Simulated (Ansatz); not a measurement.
# Elastic response of glassy 72SiO2-16K2O-12SrO (mol %) (92 atoms)

Aim: relax glassy 72SiO2-16K2O-12SrO (mol %) (92 atoms), then change its volume and shape to read moduli from the stress.

Calculated with Ansatz 0.2.0; Kohn-Sham DFT, revPBE, PAW (set soft_2), plane waves.

## Step 1: The starting structure

The cell holds 92 atoms: 23 Si, 10 K, 4 Sr and 55 O. Cell: a = 11.353 Å, b = 11.353 Å, c = 11.353 Å, α = 90.0°, β = 90.0°, γ = 90.0°. 92 atoms (23 Si, 10 K, 4 Sr, 55 O) placed at random at 2.62 g/cm³, melted at 4000 K for 10 ps at fixed volume with the Morse and Coulomb pair potential with partial charges (Pedone, Malavasi, Menziani, Cormack and Segre, J. Phys. Chem. B 110, 11780 (2006)). Quenched from 1500 K to 300 K at 50 K/ps and fixed volume, held 10 ps at zero pressure, then minimised at fixed cell.

What the set-up can't give: The quench rate of 50 K/ps is many orders above laboratory rates, so the cell is likely richer in defects and strain than a real sample. The network of bonds at the start is that of the classical potential that made the cell, and needn't be the one that DFT or experiment would give. Sampling is at Γ alone.

## Step 2: Single point at the start

The forces at the start show how far the geometry lies from a minimum of this functional.

Input file input.yaml:

```yaml
crystal:
  lattice:
    - [11.35349, 0.0, 0.0]
    - [0.0, 11.35349, 0.0]
    - [0.0, 0.0, 11.35349]
  atoms:
    - { symbol: Si, position: [0.24102, 0.1601, 0.63625] }
    - { symbol: Si, position: [0.89245, 0.52708, 0.56957] }
    - { symbol: Si, position: [0.98353, 0.26618, 0.61542] }
    - { symbol: Si, position: [0.68196, 0.42267, 0.41039] }
    - { symbol: Si, position: [0.00453, 0.38194, 0.18905] }
    - { symbol: Si, position: [0.61683, 0.45861, 0.93575] }
    - { symbol: Si, position: [0.43547, 0.64744, 0.84724] }
    - { symbol: Si, position: [0.19354, 0.3485, 0.98806] }
    - { symbol: Si, position: [0.17614, 0.61071, 0.91811] }
    - { symbol: Si, position: [0.09233, 0.53138, 0.39009] }
    - { symbol: Si, position: [0.43344, 0.05267, 0.17753] }
    - { symbol: Si, position: [0.75757, 0.16376, 0.48942] }
    - { symbol: Si, position: [0.41647, 0.7908, 0.23538] }
    - { symbol: Si, position: [0.96881, 0.26441, 0.88666] }
    - { symbol: Si, position: [0.63119, 0.82657, 0.89195] }
    - { symbol: Si, position: [0.77312, 0.52139, 0.16681] }
    - { symbol: Si, position: [0.01824, 0.89752, 0.06872] }
    - { symbol: Si, position: [0.88911, 0.13769, 0.10767] }
    - { symbol: Si, position: [0.78478, 0.75758, 0.67204] }
    - { symbol: Si, position: [0.15885, 0.70279, 0.17661] }
    - { symbol: Si, position: [0.69365, 0.03098, 0.25854] }
    - { symbol: Si, position: [0.67395, 0.76795, 0.16214] }
    - { symbol: Si, position: [0.4575, 0.27769, 0.05498] }
    - { symbol: K, position: [0.22925, 0.4612, 0.67514] }
    - { symbol: K, position: [0.51948, 0.14325, 0.79697] }
    - { symbol: K, position: [0.51122, 0.97451, 0.5266] }
    - { symbol: K, position: [0.86428, 0.80128, 0.40188] }
    - { symbol: K, position: [0.27441, 0.06745, 0.91377] }
    - { symbol: K, position: [0.22403, 0.26727, 0.35589] }
    - { symbol: K, position: [0.51148, 0.37908, 0.67082] }
    - { symbol: K, position: [0.38796, 0.50843, 0.28471] }
    - { symbol: K, position: [0.46547, 0.24603, 0.38979] }
    - { symbol: K, position: [0.21884, 0.97152, 0.39596] }
    - { symbol: Sr, position: [0.49589, 0.66559, 0.52256] }
    - { symbol: Sr, position: [0.87917, 0.6051, 0.90083] }
    - { symbol: Sr, position: [0.80733, 0.04812, 0.77364] }
    - { symbol: Sr, position: [0.08573, 0.86242, 0.75517] }
    - { symbol: O, position: [0.09295, 0.82752, 0.17391] }
    - { symbol: O, position: [0.91698, 0.81499, 0.02336] }
    - { symbol: O, position: [0.32341, 0.13654, 0.52702] }
    - { symbol: O, position: [0.70181, 0.49782, 0.04641] }
    - { symbol: O, position: [0.68766, 0.76716, 0.57464] }
    - { symbol: O, position: [0.55356, 0.33223, 0.96368] }
    - { symbol: O, position: [0.89231, 0.17136, 0.96759] }
    - { symbol: O, position: [0.63958, 0.96123, 0.87216] }
    - { symbol: O, position: [0.10668, 0.25361, 0.92715] }
    - { symbol: O, position: [0.95446, 0.22426, 0.75057] }
    - { symbol: O, position: [0.55595, 0.46503, 0.44376] }
    - { symbol: O, position: [0.69987, 0.28211, 0.43354] }
    - { symbol: O, position: [0.3239, 0.3064, 0.01057] }
    - { symbol: O, position: [0.11866, 0.23677, 0.59218] }
    - { symbol: O, position: [0.55519, 0.05949, 0.25912] }
    - { symbol: O, position: [0.76171, 0.66172, 0.19235] }
    - { symbol: O, position: [0.68736, 0.12536, 0.60136] }
    - { symbol: O, position: [0.50717, 0.7696, 0.85235] }
    - { symbol: O, position: [0.87808, 0.86251, 0.66612] }
    - { symbol: O, position: [0.30493, 0.66564, 0.89881] }
    - { symbol: O, position: [0.65461, 0.78891, 0.02609] }
    - { symbol: O, position: [0.72796, 0.76131, 0.80419] }
    - { symbol: O, position: [0.77901, 0.48647, 0.4955] }
    - { symbol: O, position: [0.08709, 0.65276, 0.82338] }
    - { symbol: O, position: [0.8559, 0.6313, 0.656] }
    - { symbol: O, position: [0.42079, 0.91208, 0.16048] }
    - { symbol: O, position: [0.19498, 0.46885, 0.91496] }
    - { symbol: O, position: [0.13707, 0.64311, 0.05112] }
    - { symbol: O, position: [0.93662, 0.39293, 0.91093] }
    - { symbol: O, position: [0.19152, 0.03898, 0.68503] }
    - { symbol: O, position: [0.40888, 0.8139, 0.37241] }
    - { symbol: O, position: [0.72187, 0.45397, 0.27825] }
    - { symbol: O, position: [0.10282, 0.92833, 0.96455] }
    - { symbol: O, position: [0.54238, 0.72684, 0.21201] }
    - { symbol: O, position: [0.76244, 0.10741, 0.16162] }
    - { symbol: O, position: [0.89172, 0.19815, 0.53012] }
    - { symbol: O, position: [0.68368, 0.46137, 0.81732] }
    - { symbol: O, position: [0.90849, 0.4803, 0.15479] }
    - { symbol: O, position: [0.47567, 0.33066, 0.17847] }
    - { symbol: O, position: [0.12529, 0.37803, 0.11383] }
    - { symbol: O, position: [0.74974, 0.06455, 0.38552] }
    [... 8 atom lines left out ...]
    - { symbol: O, position: [0.03979, 0.41212, 0.32394] }
    - { symbol: O, position: [0.94424, 0.25353, 0.17099] }
    - { symbol: O, position: [0.11185, 0.62371, 0.28283] }
    - { symbol: O, position: [0.95575, 0.4059, 0.6127] }
    - { symbol: O, position: [0.7057, 0.8907, 0.2298] }
    - { symbol: O, position: [0.96447, 0.01996, 0.12449] }
kpoints:
  mp_grid: { grid: [1, 1, 1] }
hamiltonian:
  xc: revpbe
scf:
  occupations: { method: fixed }
output:
  forces: true
```

Started as:

```bash
> ansatz run input.yaml --threads 4 --pin off --max-ram 8192MiB --backend cpu --events-out ev --progress --plain --runs-dir out
```

Log:

```text
[...]
Pseudopotentials: kind: paw
Pseudopotential: Si, paw, valence charge 4, recommended cutoff 420 eV (normal), Si.paw.azcp
Pseudopotential: K, paw, valence charge 9, recommended cutoff 420 eV (normal), K.paw.azcp
Pseudopotential: Sr, paw, valence charge 10, recommended cutoff 420 eV (normal), Sr.paw.azcp
Pseudopotential: O, paw, valence charge 6, recommended cutoff 420 eV (normal), O.paw.azcp
[... 5 lines on functional and potentials left out ...]
Crystal: 92 atoms, lattice volume = 1463.485 Å³
Basis set: ecut = 420 eV, 28425 PW (Γ), exchange–correlation on 160×160×160 points (8 copies of the dense FFT grid, shifted against one another)
Bands: 368, of which v1, the nominal top of the filled ones, is band 276 counted from 1 (275 counted from 0)
Symmetry: 1 space group operations
Space group: P1 (ITA 1), of the structure as read, at distance tolerance 1.1e-4 Å
k-points: 1
[... 13 lines on functional and potentials left out ...]
Initial density: superposition of atomic densities (neutral atoms: chi_scale 0, normalization atom), corrected by the library's trained network
Initial wavefunctions: pseudopotential atomic-orbital guess
[...]
SCF iter   1: F=—  HF=-75657.860036 eV  |F-HF|=—  |Δ(HF+E_count)|=         —  Δρ=3.49e-3  dr2=2.28e-1  ethr=1.77e-3  ⟨swp⟩=5.0  Hψ=1301  notcnv=0  defer=90
preconditioner: auto → Resta (q_TF=auto, 2.319 Å⁻¹)  ε∞=2.9  [insulator: Δε(μ)=2.692 eV  Ē_g=16.192 eV  n_scr=304 (ndim 8)  ℏωp=22.2 eV  f_vac=0.173  ε∞_Penn≈2.9]
SCF iter   2: F=—  HF=-75657.836624 eV  |F-HF|=—  |Δ(HF+E_count)|=   2.34e-2  Δρ=1.91e-3  dr2=4.10e-2  ethr=4.13e-5  ⟨swp⟩=3.0  Hψ=593  notcnv=0  defer=90
SCF iter   3: F=—  HF=-75657.840151 eV  |F-HF|=—  |Δ(HF+E_count)|=   3.53e-3  Δρ=7.75e-4  dr2=1.31e-2  ethr=7.44e-6  ⟨swp⟩=3.0  Hψ=498  notcnv=0  defer=82
automatic band count: iteration 3 solves 360 bands in place of 368: the levels show a gap, and the empty bands left out lie too high to hold charge; the band table lists the bands solved (type scf.n_extra_bands for more)
SCF iter   4: F=—  HF=-75657.841661 eV  |F-HF|=—  |Δ(HF+E_count)|=   1.51e-3  Δρ=2.70e-4  dr2=1.16e-3  ethr=2.37e-6  ⟨swp⟩=4.0  Hψ=500  notcnv=0  defer=82
SCF iter   5: F=—  HF=-75657.842012 eV  |F-HF|=—  |Δ(HF+E_count)|=   3.50e-4  Δρ=1.25e-4  dr2=2.27e-4  ethr=2.10e-7  ⟨swp⟩=2.0  Hψ=516  notcnv=0  defer=82
[...]
SCF iter   9: F=—  HF=-75657.839020 eV  |F-HF|=—  |Δ(HF+E_count)|=   1.21e-6  Δρ=3.93e-6  dr2=1.90e-7  ethr=1.81e-11  ⟨swp⟩=5.0  Hψ=1222  notcnv=0
SCF iter  10: F=-75657.839020 eV  HF=-75657.839020 eV  |F-HF|=1.98e-8  |Δ(HF+E_count)|=   6.22e-8  Δρ=9.55e-7  dr2=1.39e-8  ethr=1.81e-11  ⟨swp⟩=5.0  Hψ=1137  notcnv=0
SCF 1 converged in 10 iterations: F = -75657.839020 eV  dr2 = 1.39e-8
[...]
SCF converged after 10 iterations
Free energy (F): -75657.839020 eV
Harris-Foulkes:  -75657.839020 eV  (|F-HF|=1.98e-8)
Internal energy: -75657.839020 eV  (E = F + TS)
E sigma→0 (E₀):  -75657.839020 eV
Fermi energy:    4.893617 eV
--- Per-component energies (eV) ---
[...]
Σ components = -75657.839020   (vs F -75657.839020, Δ=0.00e0)
--- Forces (eV/Å), atoms counted from 1 ---
  atom   1  Si    -0.10369816    -0.14033741     0.65150290
  atom   2  Si     0.07316650    -1.37552677    -1.67977241
  atom   3  Si    -0.16580164     0.15000725     0.53306608
  atom   4  Si     2.09517363     0.09984499     0.27002624
[...]
atom  92  O      0.48130192     0.53704677     1.50606949
  max |Σ_I F_I| component: 4.83e-5 eV/Å
```

Elapsed: 11 s, on 4 threads of Intel Xeon Platinum 8488C (Sapphire Rapids), shared host; peak memory 1.7 GiB.

The column dr2 measures how far the density is from self-consistency, as an energy; F and HF (Harris–Foulkes) agree once it is small.

The r.m.s. force at the start is 0.96 eV/Å.

(Part 1 of 4 ends here.)

[Long decimals in the printed logs are rounded to 6 places.]

[Logs are printed without paths, hosts, clocks, repeated set-up lines and the standing remarks that a program may print on its own settings, such as how far it seeks lower states.]

[Hosts, paths, dates, database ids (printed as entryN), source tags and the programs' standing remarks are cut or masked in the printed files.]
